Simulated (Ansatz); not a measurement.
# Dielectric function and optical constants of KTaO3, part 2 of 2

Wanted: where KTaO3 starts to absorb, how strongly, and its refractive index.

Ansatz 0.2.0; DFT, PBE, plane-wave PAW, default files, scalar-relativistic, independent-particle optical response without local fields.

So far. Step 2 (Ground state and bands): There is a gap, 2.22 eV on the path, so no carriers' term is needed. The cell is left with a pressure of 5.4 GPa, as it stands unrelaxed at this level.

**3. Spectrum**

With the density converged, the vertical transitions are summed over the zone.

This step: DFT, PBE, plane-wave PAW, default files, scalar-relativistic, independent-particle optical response without local fields (Ansatz 0.2.0).

Input file input.yaml:

```yaml
crystal:
  lattice:
    - [3.9883, 0.0, 0.0]
    - [0.0, 3.9883, 0.0]
    - [0.0, 0.0, 3.9883]
  atoms:
    - { symbol: Ta, position: [0.0, 0.0, 0.0] }
    - { symbol: K, position: [0.5, 0.5, 0.5] }
    - { symbol: O, position: [0.0, 0.0, 0.5] }
    - { symbol: O, position: [0.0, 0.5, 0.0] }
    - { symbol: O, position: [0.5, 0.0, 0.0] }
kpoints:
  mp_grid: { grid: [6, 6, 6] }
scf:
  occupations: { method: fixed }
hamiltonian:
  xc: pbe
  pseudopotentials: { kind: paw }
output:
  optics:
    e_range: [0, 20]
    de: 0.05
    sigma: 0.1
    nscf_kmesh: { grid: [6, 6, 6] }
    bands: { spectra_wanted_up_to: 20 }
```

Run with:

```console
ansatz run input.yaml --threads 4 --pin off --max-ram 8192MiB --backend cpu --events-out ev --progress --plain --runs-dir out
```

Numbers of over 12 decimals in the logs are rounded to 6 here.

The program printed:

```text
[...]
Crystal: 5 atoms, lattice volume = 63.440 Å³
Basis set: ecut = 420 eV, 1237 PW (Γ)
Bands: 25, of which v1, the nominal top of the filled ones, is band 20 counted from 1 (19 counted from 0)
Symmetry: 48 space group operations
[...]
k-points: 20 of 216
[...]
SCF iter   1: F=—  HF=-13178.200495 eV  |F-HF|=—  |Δ(HF+E_count)|=         —  Δρ=9.70e-4  dr2=1.88e-4  ethr=1.77e-3  ⟨swp⟩=4.5  Hψ=2117  notcnv=0  defer=47
[...]
SCF iter   8: F=-13178.201155 eV  HF=-13178.201155 eV  |F-HF|=0.00e0  |Δ(HF+E_count)|=  2.73e-11  Δρ=3.47e-8  dr2=4.49e-13  ethr=1.00e-12  ⟨swp⟩=8.1  Hψ=1658  notcnv=0
SCF 1 converged in 8 iterations: F = -13178.201155 eV  dr2 = 4.49e-13
[...]
NSCF: frozen V_eff on 20 k-points
output.optics: what the bands over the 54 summed would add to eps1, eps2 and the energy-loss function is held between a lower and an upper bound (6 Lanczos steps). eps1, eps2 and their loss function (loss_summed_bands) are given on every row as the summed bands alone make them. Along an axis, on a row where the two bounds hold the loss function to about 1 % of the greater of itself and 0.5 % of |1/eps|, its cell (loss_completed) is given, with the completed eps1 and eps2 that it is formed of (a cell that is left empty reads nan in the table and null in the record). The two bounds hold it so along every axis on all 401 rows up to 20.000 eV. [rest of the remark cut]
SCF converged after 8 iterations
Free energy (F): -13178.201155 eV
[...]
Internal energy: -13178.201155 eV  (E = F + TS)
E sigma→0 (E₀):  -13178.201155 eV
Fermi energy:    8.789519 eV
[...]
--- Band table (eV; the first three rows and the last of 20) ---
  k-point 0: bands = [... 16 lower, 7.7386, 8.1787, 8.1787, 8.1787, 11.0108, 11.0108, 11.0108, 15.4256, ... 1 higher]
  k-point 1: bands = [... 16 lower, 7.5085, 7.6176, 8.0667, 8.0667, 11.0489, 11.8001, 11.8001, 15.6215, ... 1 higher]
  k-point 2: bands = [... 16 lower, 6.8755, 7.3921, 7.9847, 7.9847, 11.1279, 13.1641, 13.1641, 15.6403, ... 1 higher]
  k-point 19: bands = [... 16 lower, 4.8997, 8.7895, 8.7895, 8.7895, 15.3000, 15.3000, 15.3000, 17.7023, ... 1 higher]
```

It took 6.5 s on 4 threads of Intel Xeon Platinum 8488C (Sapphire Rapids), shared host; peak memory 0.78 GiB; 24 s of CPU time.

Numbers from this step:

| Item | Value |
| --- | --- |
| electronic dielectric constant ε∞, mean over x, y and z (by symmetry where fewer were run) | 5.461 |
| absorption onset, first axis (α over 10⁴ cm⁻¹, or the direct gap if that lies higher) | 2.832 eV |
| main peak of Im epsilon, first axis | 6.103 eV |
| centre of weight of the strongest loss peak in the window | 6.725 eV |
| photocurrent from vertical transitions in a film 500 nm thick on a perfect mirror (two passes), AM1.5G, no front reflection, all carriers collected | 2.773 mA/cm² |
| least direct gap on the mesh | 2.832 eV |
| bands summed | 54 |
| spectra valid up to | 30.19 eV |
| program's estimate of the k-sum error in Im epsilon | 0.2 % |
| electrons in the f-sum | 28.16 |

The Im ε, any direction by photon energy; read off at these points:

```
photon energy (eV)  Im ε, any direction
              2.50                    0
              3.00                 1.19
              3.50                 4.67
              4.00                 4.86
              4.50                 5.05
              5.00                 5.47
              5.50                 5.48
              6.00                 6.57
              6.10                 7.10
              6.50                 1.94
              7.00                0.254
              7.50                0.793
              8.00                 2.33
              8.50                 2.60
              9.00                 3.70
              9.35                 5.89
              9.50                 5.50
             10.00                 5.13
             10.50                 3.51
             11.00                 2.59
             11.50                 2.18
             12.00                 2.15
             12.50                 2.05
             13.00                 2.18
             13.30                 2.57
             13.50                 2.21
             14.00                 1.82
             14.50                 1.24
             15.00                 1.13
             15.50                 1.30
             16.00                 1.13
             16.50                 1.59
             16.60                 1.72
             17.00                 1.32
             17.50                 1.35
             18.00                 1.16
             18.50                 1.16
             19.00                 1.13
             19.50                 1.59
             20.00                 2.17
```

The Re ε, any direction by photon energy:

```csv
photon energy (eV),"Re ε, any direction"
0,5.46
1,5.61
2,6.22
3,9.24
4,6.02
5,4.08
6,1.92
7,1.56
8,3.63
9,4.52
10,0.660
11,0.492
12,1.01
13,1.05
14,0.114
15,0.782
16,1.08
17,1.08
18,1.19
19,1.85
20,2.26
```

Reflectivity at normal incidence, any direction against photon energy; read off at these points:

photon energy (eV), reflectivity at normal incidence, any direction (%) and a bar:
```
     0.00       16.1 ##########
     0.50       16.2 ##########
     1.00       16.5 ###########
     1.50       17.2 ###########
     2.00       18.3 ############
     2.50       20.3 #############
     3.00       25.7 #################
     3.50       26.6 ##################
     4.00       25.0 #################
     4.50       24.6 #################
     5.00       25.3 #################
     5.50       25.4 #################
     6.00       30.4 #####################
     6.35       43.5 ##############################
     6.50       41.4 #############################
     7.00        1.5 
     7.50       11.4 #######
     8.00       14.3 #########
     8.50       15.6 ##########
     9.00       20.1 #############
     9.50       26.3 ##################
    10.00       28.7 ###################
    10.50       29.7 ####################
    11.00       18.5 ############
    11.50       15.8 ##########
    12.00       13.0 ########
    12.50       13.8 #########
    13.00       13.0 ########
    13.50       18.0 ############
    14.00       17.8 ############
    14.50       10.6 ######
    15.00        6.7 ####
    15.50        8.0 #####
    16.00        5.4 ###
    16.50        8.0 #####
    16.60        9.3 ######
    17.00        6.8 ####
    17.50        6.8 ####
    18.00        5.4 ###
    18.50        5.3 ###
    19.00        5.5 ###
    19.50        8.2 #####
    20.00       11.5 #######
```

The loss function −Im 1/ε at q → 0, any direction has structure finer than the step of the table below, so its rows give means over 1 eV, whole bins alone (the curve runs from 0 to 20 eV). Peaks (eV: height): 6.8: 1.45, 14.6: 0.726.

Loss function −Im 1/ε at q → 0, any direction against energy loss; means over each step:

```
energy loss (eV)  loss function −Im 1/ε at q → 0, any direction
               2                                              0
               3                                         0.0198
               4                                         0.0798
               5                                          0.116
               6                                          0.165
               7                                          0.361
               8                                          0.110
               9                                          0.118
              10                                          0.201
              11                                          0.381
              12                                          0.403
              13                                          0.389
              14                                          0.569
              15                                          0.573
              16                                          0.441
              17                                          0.429
              18                                          0.401
              19                                          0.266
```

Values under 1 per cm are given as 1. The absorption coefficient, any direction by photon energy:

photon energy (eV), log10 absorption coefficient, any direction (1/cm) and a bar:
```
    0.000        0.0 
    0.500        0.0 
    1.000        0.0 
    1.500        0.0 
    2.000        0.0 
    2.500        0.0 
    3.000        4.8 #######################
    3.500        5.5 ##########################
    4.000        5.6 ###########################
    4.500        5.7 ###########################
    5.000        5.8 ############################
    5.500        5.8 ############################
    6.000        6.0 #############################
    6.500        6.0 #############################
    7.000        4.9 ########################
    7.500        5.2 #########################
    8.000        5.7 ############################
    8.500        5.7 ############################
    9.000        5.9 ############################
    9.500        6.1 ##############################
   10.000        6.2 ##############################
   10.500        6.2 ##############################
   11.000        6.1 #############################
   11.500        6.0 #############################
   12.000        6.0 #############################
   12.500        6.0 #############################
   13.000        6.0 #############################
   13.500        6.1 ##############################
   14.000        6.1 ##############################
   14.500        6.0 #############################
   15.000        5.9 #############################
   15.500        6.0 #############################
   16.000        5.9 #############################
   16.500        6.0 #############################
   17.000        6.0 #############################
   17.500        6.0 #############################
   18.000        5.9 #############################
   18.500        5.9 #############################
   19.000        5.9 #############################
   19.500        6.0 #############################
   20.000        6.1 ##############################
```

From ε follow the optical constants at some laser and lamp lines:

```csv
wavelength (nm),n,k,R (%),1/α
1550,2.36,0.000,16.3,over 1 mm
800,2.42,0.000,17.3,over 1 mm
405,3.09,0.274,26.4,117 nm
365,2.96,0.756,27.2,38 nm
308,2.61,0.930,24.9,26 nm
248,2.34,1.171,25.3,17 nm
193,0.85,1.584,42.7,9.7 nm
```

Rows near the edge hang on the gap, which this functional as a rule makes too small, and phonon-assisted absorption is left out.

A film 1 µm thick would pass 68 % of daylight and look yellow-green in transmission (x = 0.341, y = 0.383). A larger true gap would move the edge to shorter wavelengths and change the colour.

The f-sum over the summed bands holds 28.2 of the cell's 40 electrons outside the frozen cores, 16 of which lie in bands more than 12 eV below the Fermi level, whose transitions come at higher energies. Up to 20 eV the strength has a mean oscillator energy of 8.3 eV, well above the main peak, so higher transitions carry much of it.

**4. Static response with local fields**

Perturbation theory gives the static response with local fields and the functional's kernel, and it needs no empty bands.

This step: DFT, PBE, plane-wave PAW, default files, scalar-relativistic, static field response by perturbation theory with local fields (Ansatz 0.2.0).

Edit input.yaml of step 3 so:

```diff
@@ -18,8 +18,2 @@
   pseudopotentials: { kind: paw }
-output:
-  optics:
-    e_range: [0, 20]
-    de: 0.05
-    sigma: 0.1
-    nscf_kmesh: { grid: [6, 6, 6] }
-    bands: { spectra_wanted_up_to: 20 }
+dielectric: {}
```

The program printed:

```text
[...]
Crystal: 5 atoms, lattice volume = 63.440 Å³
Basis set: ecut = 420 eV, 1237 PW (Γ), exchange–correlation on 54×54×54 points (8 copies of the dense FFT grid, shifted against one another)
Bands: 25, of which v1, the nominal top of the filled ones, is band 20 counted from 1 (19 counted from 0)
Symmetry: 48 space group operations
k-points: 40 of 216 (irreducible under 8 space group operations, time reversal used)
[...]
SCF iter   1: F=—  HF=-13178.199377 eV  |F-HF|=—  |Δ(HF+E_count)|=         —  Δρ=9.81e-4  dr2=1.97e-4  ethr=1.77e-3  ⟨swp⟩=4.5  Hψ=4229  notcnv=0  defer=98
[...]
SCF iter   7: F=-13178.200023 eV  HF=-13178.200023 eV  |F-HF|=1.09e-11  |Δ(HF+E_count)|=  2.67e-10  Δρ=1.70e-7  dr2=1.24e-11  ethr=1.00e-12  ⟨swp⟩=8.9  Hψ=3984  notcnv=0
SCF 1 converged in 7 iterations: F = -13178.200023 eV  dr2 = 1.24e-11
[...]
DFPT response loops at Γ: preconditioner auto → none (the input reference at scf.mixing.eps_inf says where Resta's filter doesn't serve); β = 0.50; Broyden in place of MSR1
── the response to a field inside a basis, on 8×8×8 k-points: an SCF that follows is theirs, and a resumed run solves both again ──
Bands: 21, of which v1, the nominal top of the filled ones, is band 20 counted from 1 (19 counted from 0)
k-points: 20 of 512
[...]
Eigensolver: Dense (20 Hₖ)
SCF iter   1: F=—  HF=-13178.199881 eV  |F-HF|=—  |Δ(HF+E_count)|=         —  Δρ=4.48e-4  dr2=2.06e-5  ethr=1.00e-1
[...]
SCF iter   4: F=-13178.199891 eV  HF=-13178.199891 eV  |F-HF|=1.71e-8  |Δ(HF+E_count)|=   1.53e-8  Δρ=8.76e-6  dr2=4.47e-8  ethr=3.06e-9
SCF 1 converged in 4 iterations: F = -13178.199891 eV  dr2 = 4.47e-8
[...]
SCF converged after 7 iterations
Free energy (F): -13178.200023 eV
[...]
Internal energy: -13178.200023 eV  (E = F + TS)
E sigma→0 (E₀):  -13178.200023 eV
Fermi energy:    8.789417 eV
[...]
--- Band table (eV; the first three rows and the last of 40) ---
  k-point 0: bands = [... 16 lower, 7.7385, 8.1785, 8.1785, 8.1785, 11.0111, 11.0111, 11.0111, 15.4256, ... 1 higher]
  k-point 1: bands = [... 16 lower, 7.5084, 7.6175, 8.0666, 8.0666, 11.0492, 11.8004, 11.8004, 15.6210, ... 1 higher]
  k-point 2: bands = [... 16 lower, 6.8754, 7.3920, 7.9846, 7.9846, 11.1282, 13.1644, 13.1644, 15.6399, ... 1 higher]
  k-point 39: bands = [... 16 lower, 4.8996, 8.7894, 8.7894, 8.7894, 15.3003, 15.3003, 15.3003, 17.7024, ... 1 higher]
--- Dielectric response (ions clamped): 3 representative field directions + reference, inside a basis on a mesh of 512 k-points (Σ response iterations 12) ---
  ε∞ (high-frequency dielectric tensor):
        5.347916     0.000000     0.000000
        0.000000     5.347916     0.000000
        0.000000     0.000000     5.347916
  Born effective charges Z* (e; rows j = field, columns β = displacement):
    site 0:
         8.69530   -0.00000    0.00000
        -0.00000    8.69530    0.00000
        -0.00000   -0.00000    8.69530
    site 1:
         1.15123   -0.00000    0.00000
         0.00000    1.15123    0.00000
         0.00000   -0.00000    1.15123
    site 2:
        -1.66398    0.00000    0.00000
        -0.00000   -1.66398    0.00000
        -0.00000   -0.00000   -6.51857
    site 3:
        -1.66398    0.00000    0.00000
         0.00000   -6.51857    0.00000
        -0.00000    0.00000   -1.66398
    site 4:
        -6.51857   -0.00000    0.00000
        -0.00000   -1.66398    0.00000
        -0.00000   -0.00000   -1.66398
  Z* charge neutrality: 4.380e-3 e pre-enforcement
  solved inside a basis spanned on kpoints, on 8×8×8 k-points, its susceptibility summed on 10×10×10: ε∞ is read to err by 1.7e-2, Z* by 3.9e-2 e (field_mesh: kpoints solves on kpoints); Z* is corrected for what the basis lacks
```

Run time: 7.8 s. Hardware: 4 threads; peak memory 0.61 GiB; 27 s of CPU time.

This step gave:

| Item | Value |
| --- | --- |
| electronic dielectric constant ε∞, mean over x, y and z (by symmetry where fewer were run) | 5.348 |

ε∞ with local fields:

```
5.35 0.00 0.00
0.00 5.35 0.00
0.00 0.00 5.35
```

Diagonal elements. Born, by row:

```csv
atom,Z*xx (e),Z*yy (e),Z*zz (e)
Ta1,8.695,8.695,8.695
K2,1.151,1.151,1.151
O3,-1.664,-1.664,-6.519
O4,-1.664,-6.519,-1.664
O5,-6.519,-1.664,-1.664
```

Mean Born charges are Ta +8.70, K +1.15 and O -3.28, against formal valences of +5, +1 and -2. That of Ta exceeds its valence by 74 %, the mark of charge moving along hybridised bonds as the atoms shift.

**5. Summary of results**

```yaml
gap_on_the_path: 2.22 eV
least_direct_gap_on_the_path: 2.83 eV
electronic_dielectric_constant_eps_infinity_mean_over_x_y_and_z_by_symmetry_where_fewer_were_run_independent_particles: 5.46
absorption_onset_first_axis_alpha_over_1e4_cm_minus1_or_the_direct_gap_if_that_lies_higher: 2.83 eV
main_peak_of_im_epsilon_first_axis: 6.10 eV
centre_of_weight_of_the_strongest_loss_peak_in_the_window_first_axis: 6.72 eV
photocurrent_from_vertical_transitions_in_a_film_500_nm_thick_on_a_perfect_mirror_two_passes_am1p5g_no_front_reflection_all_carriers_collected: 2.77 mA/cm²
electronic_dielectric_constant_eps_infinity_mean_over_x_y_and_z_by_symmetry_where_fewer_were_run_static_response_with_local_fields: 5.35
```

In words: At this level (PBE, independent particles) KTaO3 has ε∞ = 5.46 (5.35 with local fields) and n = 2.36 at 1550 nm; absorption sets in near 2.8 eV, and Im ε peaks at 6.1 eV. The gap is indirect (2.22 eV), so absorption without phonons can begin only at the direct gap of 2.83 eV. Absorption passes 10⁴ cm⁻¹ from the direct gap on, 2.83 eV, inside the visible range. The strongest loss structure up to 20 eV has its centre of weight at 6.7 eV; a free-electron gas of the 28.2 electrons in the f-sum would put its plasmon at 24.7 eV. Distinct maxima of Im ε, read by a parabola through the highest points, lie at 6.10 eV (7.1), 9.36 eV (5.9), 12.22 eV (2.4) and 13.31 eV (2.6). The f-sum over the summed bands holds 28.2 of the cell's 40 electrons outside the frozen cores, 16 of which lie in bands more than 12 eV below the Fermi level, whose transitions come at higher energies. Up to 20 eV the strength has a mean oscillator energy of 8.3 eV, well above the main peak, so higher transitions carry much of it. A film 1 µm thick would pass 68 % of daylight and look yellow-green in transmission (x = 0.341, y = 0.383). A larger true gap would move the edge to shorter wavelengths and change the colour. With local fields and the functional's kernel the static response is 5.35 against 5.46 for independent particles (-2 %). In the base spectrum excitons and phonon-assisted transitions are missing, and so are local fields; PBE gaps are as a rule too small, which pulls the onset down and ε∞ up. In the base run ε includes the program's bounded estimate of what the bands above those summed add. Spin-orbit coupling is left out although heavy atoms are present.

[Logs are printed without paths, hosts, clocks, repeated set-up lines and the standing remarks that a program may print on its own settings, such as how far it seeks lower states.]

[Hosts, paths, dates, database ids (printed as entryN), source tags and the programs' standing remarks are cut or masked in the printed files.]
